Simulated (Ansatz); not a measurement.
# Starting-point dependence of the GW gap of SnO2 (Cassiterite), part 2 of 2

One-shot GW is not self-consistent; how far does the start matter for SnO2 (Cassiterite)?

Ansatz 0.2.0; G0W0 on several functionals, plane waves, PAW. Known limits of the many-body steps: not at the basis limit; no spin-orbit coupling; coarse k mesh.

So far. Step 3 (G0W0 on PBE): Against the run with 4×4×4 mesh, 162 empty bands, screening to 100 eV on LDA, the gap moves by +0.008 eV, while the start moved by +0.15 eV. Step 4 (G0W0 on HSE06): Against the run with 4×4×4 mesh, 162 empty bands, screening to 100 eV on PBE, the gap moves by +0.89 eV, while the start moved by +1.76 eV.

In doubt: masses and optical values from hybrid runs of this build are listed as unsure (steps 4, 5, 6), which bears on the screening that GW takes from such a start.

## Step 5: G0W0 on PBE0

This step: G0W0 on PBE0, plane waves, PAW.

input.yaml reads:

```yaml
crystal:
  lattice:
    - [4.738, 0.0, 0.0]
    - [0.0, 4.738, 0.0]
    - [0.0, 0.0, 3.1865]
  atoms:
    - { symbol: Sn, position: [0.0, 0.0, 0.0] }
    - { symbol: Sn, position: [0.5, 0.5, 0.5] }
    - { symbol: O, position: [0.3071, 0.3071, 0.0] }
    - { symbol: O, position: [0.1929, 0.8071, 0.5] }
    - { symbol: O, position: [0.6929, 0.6929, 0.0] }
    - { symbol: O, position: [0.8071, 0.1929, 0.5] }
kpoints:
  mp_grid: { grid: [4, 4, 4] }
hamiltonian:
  xc: pbe0
scf:
  occupations: { method: fixed }
gw:
  n_empty_bands: 162
  ecut_chi: 100
  qp_bands: [v2, c2]
  qp_kpoints: band_edges
  screening: { model: contour_deformation }
```

Launch:

```console
ansatz run input.yaml --threads 3 --pin off --max-ram 92160MiB --backend cuda --events-out ev --progress --plain --runs-dir out --devices 1 --max-vram 13GiB  # rebuilt from the run's record
```

Numbers of over 12 decimals in the logs are rounded to 6 here.

What it wrote:

```text
GPUs: using 1 of 1 available (devices: 1).
[...]
GPU FFT provider: cuFFT
GPU libraries: cuBLAS 13.8.2, cuFFT 12.4.0, cuSOLVER 12.3.4
Crystal: 6 atoms, lattice volume = 71.533 Å³
Basis set: ecut = 420 eV, 1411 PW (Γ)
Bands: 32, of which v1, the nominal top of the filled ones, is band 26 counted from 1 (25 counted from 0)
Symmetry: 16 space group operations
[...]
k-points: 18 of 64
[...]
2    27     16.9673   -14.1664    -4.0977   -19.1567  0.8365    17.8652    17.8599  root
     2    28     16.9673   -14.1664    -4.0977   -19.1567  0.8365    17.8652    17.8599  root
[...]
17    25      6.8709   -26.6288     4.7711   -22.1501  0.7994     7.1626     7.1634  root
    17    26      6.8709   -26.6288     4.7711   -22.1501  0.7994     7.1626     7.1634  root
    17    27     15.4663   -12.6371    -3.8740   -17.1835  0.8543    16.1410    16.1387  root
    17    28     15.4663   -12.6371    -3.8740   -17.1835  0.8543    16.1410    16.1387  root
[key lines of the parts left out:]
Free energy (F): -14324.409533 eV
Fermi energy:    7.784472 eV
```

Elapsed: 41 s, on 1 × NVIDIA H100 80GB HBM3 (shared by 6 runs) with 3 threads of AMD EPYC 7R13 (Zen 3), shared host; peak memory 1.6 GiB; 37 s of CPU time.

This step gave:

```yaml
bands_summed: 188
rpa_eps_infinity_on_this_mesh_eigenvalues: 3.206, 3.206, 3.542
plane_waves_in_the_screening_matrix: 161
g0w0_gap_on_the_mesh: 3.851 eV
k_of_the_valence_top: 0, 0, 0
k_of_the_conduction_bottom: 0, 0, 0
starting_gap_on_the_mesh: 3.764 eV
least_direct_g0w0_gap_on_the_computed_points: 3.851 eV
```

Against the run with 4×4×4 mesh, 162 empty bands, screening to 100 eV on HSE06, the gap moves by +0.21 eV, while the start moved by +0.72 eV.

## Step 6: G0W0 on Hartree-Fock

This step: G0W0 on Hartree-Fock, plane waves, PAW.

Edit input.yaml of step 5 so:

```diff
@@ -15,3 +15,3 @@
 hamiltonian:
-  xc: pbe0
+  xc: hf
 scf:
```

What it wrote:

```text
GPUs: using 1 of 1 available (devices: 1).
[...]
GPU FFT provider: cuFFT
GPU libraries: cuBLAS 13.8.2, cuFFT 12.4.0, cuSOLVER 12.3.4
Crystal: 6 atoms, lattice volume = 71.533 Å³
Basis set: ecut = 420 eV, 1411 PW (Γ)
Bands: 32, of which v1, the nominal top of the filled ones, is band 26 counted from 1 (25 counted from 0)
Symmetry: 16 space group operations
[...]
k-points: 18 of 64
[...]
2    27     22.3051   -12.6451    -3.1642   -12.6503  0.9076    19.1635    19.1461  root
     2    28     22.3051   -12.6451    -3.1642   -12.6503  0.9076    19.1635    19.1461  root
[...]
17    25      2.8193   -26.4894     3.2536   -26.4809  0.8853     6.0384     6.0644  root
    17    26      2.8193   -26.4894     3.2536   -26.4809  0.8853     6.0384     6.0644  root
    17    27     20.3926   -11.0240    -3.1120   -11.0369  0.9165    17.3080    17.2934  root
    17    28     20.3926   -11.0240    -3.1120   -11.0369  0.9165    17.3080    17.2934  root
[key lines of the parts left out:]
Free energy (F): -14168.240536 eV
Fermi energy:    3.826460 eV
```

It took 40 s on 1 × NVIDIA H100 80GB HBM3 (shared by 6 runs) with 3 threads; peak memory 1.6 GiB; 38 s of CPU time.

Numbers from this step:

| Item | Value |
| --- | --- |
| bands summed | 188 |
| RPA ε∞ on this mesh (eigenvalues) | 2.079, 2.079, 2.225 |
| plane waves in the screening matrix | 161 |
| G0W0 gap on the mesh | 6.098 eV |
| k of the valence top | 0, 0, 0 |
| k of the conduction bottom | 0, 0, 0 |
| starting gap on the mesh | 12.27 eV |
| least direct G0W0 gap on the computed points | 6.098 eV |

Against the run with 4×4×4 mesh, 162 empty bands, screening to 100 eV on PBE0, the gap moves by +2.25 eV, while the start moved by +8.50 eV.

## Step 7: The starts together

All on the 4×4×4 mesh with 162 empty bands and screening to 100 eV. Times are wall times on 1 × NVIDIA H100 80GB HBM3 (shared by 6 runs) with 3 threads of AMD EPYC 7R13 (Zen 3), shared host, good to a factor of about two.

| start | starting gap (eV) | shift (eV) | G0W0 gap (eV) | RPA ε∞ (harmonic mean) | Z (valence, conduction) | time |
| --- | --- | --- | --- | --- | --- | --- |
| LDA | 1.13 | +1.61 | 2.74 | 4.81 | 0.75, 0.82 | 16 s |
| PBE | 1.28 | +1.47 | 2.75 | 4.59 | 0.75, 0.82 | 11 s |
| HSE06 | 3.04 | +0.60 | 3.64 | 3.49 | 0.79, 0.86 | 50 s |
| PBE0 | 3.76 | +0.09 | 3.85 | 3.31 | 0.80, 0.86 | 41 s |
| Hartree-Fock | 12.27 | −6.17 | 6.10 | 2.13 | 0.88, 0.92 | 40 s |

How the two edges are built up, in eV (the quasiparticle level is the starting level plus Σx plus Σc less Vxc):

```
  run               edge  start      Σx     Σc     Vxc     Z     QP
  LDA        valence top   9.16  -27.08   5.34  -21.22  0.75   8.64
  LDA  conduction bottom  10.29  -14.71  -3.38  -19.17  0.82  11.38
  PBE        valence top   9.53  -27.18   5.38  -21.14  0.75   8.87
  PBE  conduction bottom  10.81  -14.43  -3.34  -18.58  0.82  11.62
HSE06        valence top   8.19  -27.19   4.82  -22.49  0.79   8.31
HSE06  conduction bottom  11.23  -13.61  -3.41  -17.74  0.86  11.94
 PBE0        valence top   7.78  -27.18   4.67  -22.90  0.80   8.17
 PBE0  conduction bottom  11.55  -13.60  -3.34  -17.41  0.86  12.02
```

For a hybrid start, Vxc holds its share of exact exchange.

## Step 8: Outcome

- G0W0@LDA: 2.74 eV (start 1.13 eV)
- G0W0@PBE: 2.75 eV (start 1.28 eV)
- G0W0@HSE06: 3.64 eV (start 3.04 eV)
- G0W0@PBE0: 3.85 eV (start 3.76 eV)
- G0W0@Hartree-Fock: 6.10 eV (start 12.27 eV)
- known limits: not at the basis limit; no spin-orbit coupling; coarse k mesh

**Reading.** The starting gaps span 11.13 eV and the G0W0 gaps 3.36 eV. Between LDA and Hartree-Fock, 3.36 eV of the 11.13 eV survives, 30 %. Hartree-Fock screens less than LDA (ε∞ 2.13 against 4.81). Of the 3.36 eV by which its G0W0 gap is higher, the correlation part gives +2.43 eV, and exchange with the one-particle terms, which follow the orbitals, +0.93 eV. On Hartree-Fock the correction is negative: that start lies above its own G0W0 value. The smallest correction, +0.09 eV, is on PBE0, the start nearest to reproducing itself. Bands and cutoff are finite, so the gap is not at the basis limit. The miss can reach some tenths of an eV and take either sign; the mesh is an error of its own. The 4×4×4 mesh is coarse for this cell (its supercell is 13 Å along the shortest edge). The RPA ε∞ on it, from the LDA start, is 4.75 and 4.95; such meshes misread the long-range screening, most where the gap is narrow. The program warns that the mesh is coarse for exact exchange, which bears on the hybrid start's gap. The many-body steps are scalar-relativistic: spin-orbit coupling is not in them.

[Paths, hosts, dates, memory and timing lines, banners, echoed tables and standing remarks are left out of the program output.]

[Logs are printed without paths, hosts, clocks, repeated set-up lines and the standing remarks that a program may print on its own settings, such as how far it seeks lower states.]

[Runs of the session that timed out or met a known fault of the program may be left out.]

[Cells called generated may have been cut or substituted from an entry of the Crystallography Open Database or the Materials Project.]

[Hosts, paths, dates, database ids (printed as entryN), source tags and the programs' standing remarks are cut or masked in the printed files.]
